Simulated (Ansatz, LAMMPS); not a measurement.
# Elastic response of glassy Na2Si4O9 (90 atoms), part 3 of 4

How stiff is glassy Na2Si4O9 (90 atoms), and how do its levels respond to strain?

Ansatz 0.2.0; Kohn-Sham DFT, PBE, PAW (set soft_2), plane waves.

The cell: 12 Na, 54 O and 24 Si. The quench rate of 10 K/ps far exceeds what a furnace or splat quench reaches. The starting topology of bonds comes from the classical model. Only the Γ point is sampled.

So far. Step 5 (Volume -3 %): The relaxation converged after 6 steps, 0.364 eV below its start, with a largest force component of 0.029 eV/Å. Step 5 (Volume -3 %): Volume -3 %: the energy stands 0.162 eV above that of the reference, at a pressure of 1.34 GPa.

## (6) Volume +3 %

The relaxed cell is scaled to another volume.

Input and log are left out; they have the form of those shown for this kind of step.

Wall time 94 s (4 threads of Arm Neoverse V1, shared host); peak memory 1.6 GiB.

The relaxation converged after 6 steps, 0.327 eV below its start, with a largest force component of 0.027 eV/Å.

Volume +3 %: the energy stands 0.145 eV above that of the reference, at a pressure of -1.17 GPa.

## (7) Volume -6 %

The relaxed cell is scaled to another volume.

input.yaml reads:

```yaml
crystal:
  lattice:
    - [10.78856, 0.48139, 0.08147]
    - [0.48139, 10.20415, -0.04251]
    - [0.08147, -0.04251, 11.02827]
  atoms:
    [... the 90 atom lines of step 4 ...]
kpoints:
  mp_grid: { grid: [1, 1, 1] }
hamiltonian:
  xc: pbe
scf:
  occupations: { method: fermi_dirac, width: 0.025 }
output:
  forces: true
  eigenvalues: true
  stress: true
relax:
  f_tol: 0.05
  max_steps: 70
```

Started as:

```sh
ansatz run input.yaml --threads 4 --pin off --max-ram 8192MiB --backend cpu --events-out ev --progress --plain --runs-dir out
```

Numbers of over 12 decimals in the logs are rounded to 6 here.

What it wrote:

```text
[...]
Crystal: 90 atoms, lattice volume = 1211.435 Å³
Basis set: ecut = 420 eV, 23649 PW (Γ), exchange–correlation on 150×144×150 points (8 copies of the dense FFT grid, shifted against one another)
Bands: 354, of which v1, the nominal top of the filled ones, is band 264 counted from 1 (263 counted from 0)
Symmetry: 1 space group operations
[...]
k-points: 1
[...]
SCF iter   1: F=—  HF=-63832.227767 eV  |F-HF|=—  |Δ(HF+E_count)|=         —  Δρ=1.92e-3  dr2=6.62e-2  ethr=1.77e-3  ⟨swp⟩=6.0  Hψ=1521  notcnv=0  defer=40
[...]
SCF iter   5: F=—  HF=-63832.235322 eV  |F-HF|=—  |Δ(HF+E_count)|=   1.45e-5  Δρ=8.53e-5  dr2=8.28e-5  ethr=6.55e-8  ⟨swp⟩=2.0  Hψ=596  notcnv=0  defer=83
SCF iter   6: F=-63832.235322 eV  HF=-63832.235326 eV  |F-HF|=4.48e-6  |Δ(HF+E_count)|=   4.08e-6  Δρ=3.59e-5  dr2=1.33e-5  ethr=1.18e-8  ⟨swp⟩=15.0  Hψ=1925  notcnv=0
SCF 1 converged in 6 iterations: F = -63832.235322 eV  dr2 = 1.33e-5
[...]
relax step   1: F+E_penalty+E_count = -63832.23532172 eV  Δ(F+E_penalty+E_count) = +0.000e0 eV  max|allowed force component| = 1.280e0 eV/Å  Δτ_max = 0.0000 Å  (6 SCF iters, dr2 threshold 6.25e-5 eV, accepted)
[...]
relax step   2: F+E_penalty+E_count = -63833.01277250 eV  Δ(F+E_penalty+E_count) = -7.775e-1 eV  max|allowed force component| = 6.396e-1 eV/Å  Δτ_max = 0.0592 Å  (6 SCF iters, dr2 threshold 1.00e-4 eV, accepted)
[...]
relax step   3: F+E_penalty+E_count = -63833.57784134 eV  Δ(F+E_penalty+E_count) = -5.651e-1 eV  max|allowed force component| = 3.231e-1 eV/Å  Δτ_max = 0.1237 Å  (7 SCF iters, dr2 threshold 2.56e-5 eV, accepted)
relax step   4: F+E_penalty+E_count = -63833.73560200 eV  Δ(F+E_penalty+E_count) = -1.578e-1 eV  max|allowed force component| = 2.449e-1 eV/Å  Δτ_max = 0.2000 Å  (7 SCF iters, dr2 threshold 2.61e-5 eV, accepted)
relax step   5: F+E_penalty+E_count = -63833.76635427 eV  Δ(F+E_penalty+E_count) = -3.075e-2 eV  max|allowed force component| = 9.556e-2 eV/Å  Δτ_max = 0.0634 Å  (6 SCF iters, dr2 threshold 1.53e-5 eV, accepted)
relax step   6: F+E_penalty+E_count = -63833.76878456 eV  Δ(F+E_penalty+E_count) = -2.430e-3 eV  max|allowed force component| = 9.641e-2 eV/Å  Δτ_max = 0.2000 Å  (9 SCF iters, accepted)
relax step   7: F+E_penalty+E_count = -63833.78648900 eV  Δ(F+E_penalty+E_count) = -1.770e-2 eV  max|allowed force component| = 8.451e-2 eV/Å  Δτ_max = 0.1045 Å  (9 SCF iters, accepted)
relax step   8: F+E_penalty+E_count = -63833.79203394 eV  Δ(F+E_penalty+E_count) = -5.545e-3 eV  max|allowed force component| = 1.539e-2 eV/Å  Δτ_max = 0.0252 Å  (6 SCF iters, dr2 threshold 5.49e-6 eV, accepted)
[...]
relax step   9: F+E_penalty+E_count = -63833.79203431 eV  Δ(F+E_penalty+E_count) = -3.734e-7 eV  max|allowed force component| = 1.546e-2 eV/Å  Δτ_max = 0.0000 Å  (4 SCF iters, accepted)
SCF converged after 4 iterations
Free energy (F): -63833.792034 eV
[...]
Internal energy: -63833.792034 eV  (E = F + TS)
E sigma→0 (E₀):  -63833.792034 eV
Fermi energy:    5.384661 eV
[...]
Σ components = -63833.792034   (vs F -63833.792034, Δ=0.00e0)
--- Forces (eV/Å), atoms counted from 1 ---
  atom   1  Na     0.00380634     0.00066779     0.00184856
  atom   2  Na     0.00060057    -0.00081268    -0.00259011
  atom   3  Na    -0.00213276    -0.00092482     0.00257471
  atom   4  Na    -0.00323338     0.00444138    -0.00034670
[...]
atom  90  Si    -0.00002008    -0.00730283     0.00913123
  max |Σ_I F_I| component: 1.00e-4 eV/Å
--- Stress (GPa, compression-positive) ---
        2.676427      -0.115934      -0.008105
       -0.115933       2.931955       0.008619
       -0.008106       0.008621       2.703325
  P = ⅓ Tr σ = 2.7706 GPa (27.706 kbar)
--- Band table (eV) ---
[...]
--- Relaxed structure (9 steps of the walk, 9 accepted, 0 SCFs on fresh bases) ---
  F+E_penalty+E_count = -63833.79203431 eV   max|allowed force component| = 1.546e-2 eV/Å
  atoms:
    - { symbol: Na, position: [0.776325, 0.995776, 0.502834] }
    - { symbol: Na, position: [0.953288, 0.765205, 0.896901] }
    - { symbol: Na, position: [0.501823, 0.949749, 0.076344] }
    - { symbol: Na, position: [0.349173, 0.257476, 0.945908] }
[...]
- { symbol: Si, position: [0.661241, 0.718248, 0.857785] }
```

Elapsed: 2 min, on 4 threads of Arm Neoverse V1, shared host; peak memory 1.5 GiB; 7.8 min of CPU time.

The relaxation converged after 9 steps, 1.56 eV below its start, with a largest force component of 0.015 eV/Å.

Volume -6 %: the energy stands 0.659 eV above that of the reference, at a pressure of 2.77 GPa.

## (8) Volume +6 %

The relaxed cell is scaled to another volume.

Input and log are left out; they have the form of those shown for this kind of step.

Wall time 2.1 min (4 threads of Arm Neoverse V1, shared host); peak memory 1.6 GiB; 8 min of CPU time.

The relaxation converged after 8 steps, 1.24 eV below its start, with a largest force component of 0.029 eV/Å.

Volume +6 %: the energy stands 0.566 eV above that of the reference, at a pressure of -2.24 GPa.

## (9) Volume -10 %

The relaxed cell is scaled to another volume.

Input and log are left out; they have the form of those shown for this kind of step.

Wall time 1.8 min (4 threads of Arm Neoverse V1, shared host); peak memory 1.4 GiB; 6.9 min of CPU time.

The relaxation converged after 8 steps, 4.72 eV below its start, with a largest force component of 0.033 eV/Å.

Volume -10 %: the energy stands 1.88 eV above that of the reference, at a pressure of 4.94 GPa.

## (10) Stretched by 1 % along x

The relaxed cell is strained along x alone, which gives the stiffness along x and its coupling to y and z.

input.yaml, the sections that differ from step 7:

```yaml
crystal:
  lattice:
    - [11.12352, 0.49142, 0.08317]
    - [0.49633, 10.4168, -0.0434]
    - [0.084, -0.0434, 11.25809]
  atoms:
    [... the 90 atom lines of step 4 ...]
# kpoints, hamiltonian, scf, output, relax: as in step 7
```

What it wrote:

```text
[...]
Crystal: 90 atoms, lattice volume = 1301.648 Å³
Basis set: ecut = 420 eV, 25479 PW (Γ), exchange–correlation on 150×144×160 points (8 copies of the dense FFT grid, shifted against one another)
Bands: 354, of which v1, the nominal top of the filled ones, is band 264 counted from 1 (263 counted from 0)
Symmetry: 1 space group operations
[...]
k-points: 1
[...]
SCF iter   1: F=—  HF=-63834.343608 eV  |F-HF|=—  |Δ(HF+E_count)|=         —  Δρ=1.74e-3  dr2=5.58e-2  ethr=1.77e-3  ⟨swp⟩=5.0  Hψ=1388  notcnv=0  defer=83
[...]
SCF iter   6: F=-63834.353664 eV  HF=-63834.353671 eV  |F-HF|=7.85e-6  |Δ(HF+E_count)|=   7.52e-6  Δρ=4.05e-5  dr2=1.80e-5  ethr=1.18e-8  ⟨swp⟩=14.0  Hψ=2004  notcnv=0
SCF 1 converged in 6 iterations: F = -63834.353664 eV  dr2 = 1.80e-5
[...]
relax step   1: F+E_penalty+E_count = -63834.35366354 eV  Δ(F+E_penalty+E_count) = +0.000e0 eV  max|allowed force component| = 4.498e-1 eV/Å  Δτ_max = 0.0000 Å  (6 SCF iters, dr2 threshold 6.25e-5 eV, accepted)
[...]
relax step   2: F+E_penalty+E_count = -63834.39035926 eV  Δ(F+E_penalty+E_count) = -3.670e-2 eV  max|allowed force component| = 2.538e-1 eV/Å  Δτ_max = 0.0164 Å  (5 SCF iters, dr2 threshold 1.26e-5 eV, accepted)
[...]
relax step   3: F+E_penalty+E_count = -63834.41711815 eV  Δ(F+E_penalty+E_count) = -2.676e-2 eV  max|allowed force component| = 7.663e-2 eV/Å  Δτ_max = 0.0249 Å  (6 SCF iters, dr2 threshold 4.02e-6 eV, accepted)
relax step   4: F+E_penalty+E_count = -63834.41088913 eV  Δ(F+E_penalty+E_count) = +6.229e-3 eV  max|allowed force component| = 1.428e-1 eV/Å  Δτ_max = 0.1340 Å  (9 SCF iters, rejected (line search))
[...]
relax step   5: F+E_penalty+E_count = -63834.42427331 eV  Δ(F+E_penalty+E_count) = -7.155e-3 eV  max|allowed force component| = 4.970e-2 eV/Å  Δτ_max = 0.0406 Å  (8 SCF iters, accepted)
SCF converged after 8 iterations
Free energy (F): -63834.424273 eV
[...]
Internal energy: -63834.424273 eV  (E = F + TS)
E sigma→0 (E₀):  -63834.424273 eV
Fermi energy:    4.681654 eV
[...]
--- Forces (eV/Å), atoms counted from 1 ---
  atom   1  Na     0.00274549    -0.00368509    -0.00052910
  atom   2  Na     0.00093982     0.00065943    -0.00159652
  atom   3  Na    -0.01380054     0.00972130     0.00081233
  atom   4  Na    -0.00851200     0.00788362    -0.00133883
  atom   5  Na    -0.00311563    -0.00116123    -0.00626055
  atom   6  Na    -0.00634477     0.00526482    -0.00501922
  atom   7  Na     0.00303969    -0.00104824     0.00789889
  atom   8  Na    -0.00333936    -0.00148595     0.00331989
  atom   9  Na     0.00269151     0.00397774     0.00506923
  atom  10  Na    -0.00211234    -0.00210364    -0.00246769
  atom  11  Na     0.00592361    -0.00138437     0.00175902
  atom  12  Na     0.00206279     0.00149195     0.00070184
  atom  13  O     -0.00228938     0.00421525    -0.01275296
  atom  14  O     -0.00417391    -0.00249822    -0.00274874
[...]
atom  89  Si     0.00988125     0.00135236     0.00063482
  atom  90  Si    -0.00101069    -0.00879585    -0.00263716
  max |Σ_I F_I| component: 4.81e-5 eV/Å
--- Stress (GPa, compression-positive) ---
       -0.748395       0.015992       0.013458
        0.015992      -0.201195       0.018667
        0.013458       0.018668      -0.170862
  P = ⅓ Tr σ = -0.3735 GPa (-3.735 kbar)
--- Band table (eV) ---
[...]
--- Relaxed structure (5 steps of the walk, 4 accepted, 0 SCFs on fresh bases) ---
  F+E_penalty+E_count = -63834.42427331 eV   max|allowed force component| = 4.970e-2 eV/Å
  atoms:
    - { symbol: Na, position: [0.783899, 0.992572, 0.501450] }
    - { symbol: Na, position: [0.947932, 0.774402, 0.894881] }
    - { symbol: Na, position: [0.514047, 0.943312, 0.081258] }
    - { symbol: Na, position: [0.359412, 0.240841, 0.948335] }
[...]
- { symbol: Si, position: [0.656644, 0.705200, 0.857107] }
```

It took 74 s on 4 threads; peak memory 1.6 GiB; 4.7 min of CPU time.

The relaxation converged after 5 steps, 0.0706 eV below its start, with a largest force component of 0.050 eV/Å.

Stretched by 1 % along x: the energy stands 0.0272 eV above that of the reference, at a pressure of -0.373 GPa.

## (11) Compressed by 1 % along x

The relaxed cell is strained along x alone, which gives the stiffness along x and its coupling to y and z.

input.yaml, the sections that differ from step 10:

```yaml
crystal:
  lattice:
    - [10.90326, 0.49142, 0.08317]
    - [0.48651, 10.4168, -0.0434]
    - [0.08234, -0.0434, 11.25809]
  atoms:
    [... the 90 atom lines of step 4 ...]
# kpoints, hamiltonian, scf, output, relax: as in step 10
```

What it wrote:

```text
[...]
Crystal: 90 atoms, lattice volume = 1275.874 Å³
Basis set: ecut = 420 eV, 24921 PW (Γ), exchange–correlation on 150×144×160 points (8 copies of the dense FFT grid, shifted against one another)
Bands: 354, of which v1, the nominal top of the filled ones, is band 264 counted from 1 (263 counted from 0)
Symmetry: 1 space group operations
[...]
k-points: 1
[...]
SCF iter   1: F=—  HF=-63834.329591 eV  |F-HF|=—  |Δ(HF+E_count)|=         —  Δρ=1.77e-3  dr2=5.75e-2  ethr=1.77e-3  ⟨swp⟩=5.0  Hψ=1386  notcnv=0  defer=83
[...]
SCF iter   5: F=—  HF=-63834.339452 eV  |F-HF|=—  |Δ(HF+E_count)|=   5.40e-6  Δρ=7.76e-5  dr2=7.55e-5  ethr=6.60e-8  ⟨swp⟩=2.0  Hψ=582  notcnv=0  defer=83
SCF iter   6: F=-63834.339452 eV  HF=-63834.339460 eV  |F-HF|=7.21e-6  |Δ(HF+E_count)|=   7.27e-6  Δρ=3.98e-5  dr2=1.70e-5  ethr=1.18e-8  ⟨swp⟩=15.0  Hψ=1956  notcnv=0
SCF 1 converged in 6 iterations: F = -63834.339452 eV  dr2 = 1.70e-5
[...]
relax step   1: F+E_penalty+E_count = -63834.33945235 eV  Δ(F+E_penalty+E_count) = +0.000e0 eV  max|allowed force component| = 4.806e-1 eV/Å  Δτ_max = 0.0000 Å  (6 SCF iters, dr2 threshold 6.25e-5 eV, accepted)
[...]
relax step   2: F+E_penalty+E_count = -63834.37775648 eV  Δ(F+E_penalty+E_count) = -3.830e-2 eV  max|allowed force component| = 2.618e-1 eV/Å  Δτ_max = 0.0157 Å  (5 SCF iters, dr2 threshold 1.44e-5 eV, accepted)
[...]
relax step   3: F+E_penalty+E_count = -63834.40520927 eV  Δ(F+E_penalty+E_count) = -2.745e-2 eV  max|allowed force component| = 7.057e-2 eV/Å  Δτ_max = 0.0231 Å  (6 SCF iters, dr2 threshold 4.28e-6 eV, accepted)
relax step   4: F+E_penalty+E_count = -63834.36805890 eV  Δ(F+E_penalty+E_count) = +3.715e-2 eV  max|allowed force component| = 1.827e-1 eV/Å  Δτ_max = 0.2000 Å  (9 SCF iters, rejected (line search))
[...]
relax step   5: F+E_penalty+E_count = -63834.41227313 eV  Δ(F+E_penalty+E_count) = -7.064e-3 eV  max|allowed force component| = 4.194e-2 eV/Å  Δτ_max = 0.0244 Å  (9 SCF iters, accepted)
SCF converged after 9 iterations
Free energy (F): -63834.412273 eV
[...]
Internal energy: -63834.412273 eV  (E = F + TS)
E sigma→0 (E₀):  -63834.412273 eV
Fermi energy:    4.871424 eV
[...]
Σ components = -63834.412273   (vs F -63834.412273, Δ=0.00e0)
--- Forces (eV/Å), atoms counted from 1 ---
  atom   1  Na     0.00162265     0.00169497    -0.00028898
  atom   2  Na    -0.00314404    -0.00190203     0.00169988
  atom   3  Na     0.00699013    -0.00572965    -0.00101999
  atom   4  Na    -0.00005123    -0.01027704     0.00494964
[...]
atom  90  Si     0.00462079    -0.00044852    -0.00202124
  max |Σ_I F_I| component: 2.75e-5 eV/Å
--- Stress (GPa, compression-positive) ---
        0.838746       0.007763      -0.012525
        0.007763       0.258736      -0.007588
       -0.012524      -0.007586       0.235511
  P = ⅓ Tr σ = 0.4443 GPa (4.443 kbar)
--- Band table (eV) ---
[...]
--- Relaxed structure (5 steps of the walk, 4 accepted, 0 SCFs on fresh bases) ---
  F+E_penalty+E_count = -63834.41227313 eV   max|allowed force component| = 4.194e-2 eV/Å
  atoms:
    - { symbol: Na, position: [0.779260, 0.993074, 0.501061] }
    - { symbol: Na, position: [0.951611, 0.773687, 0.896029] }
    - { symbol: Na, position: [0.510871, 0.944446, 0.078889] }
    - { symbol: Na, position: [0.354087, 0.250476, 0.947695] }
[...]
- { symbol: Si, position: [0.655478, 0.706451, 0.857304] }
```

Run time: 75 s. Hardware: 4 threads; peak memory 1.5 GiB; 4.8 min of CPU time.

The relaxation converged after 5 steps, 0.0728 eV below its start, with a largest force component of 0.042 eV/Å.

Compressed by 1 % along x: the energy stands 0.0392 eV above that of the reference, at a pressure of 0.444 GPa.

[end of part 3 of 4]

[Logs are printed without paths, hosts, clocks, repeated set-up lines and the standing remarks that a program may print on its own settings, such as how far it seeks lower states.]

[Hosts, paths, dates, database ids (printed as entryN), source tags and the programs' standing remarks are cut or masked in the printed files.]
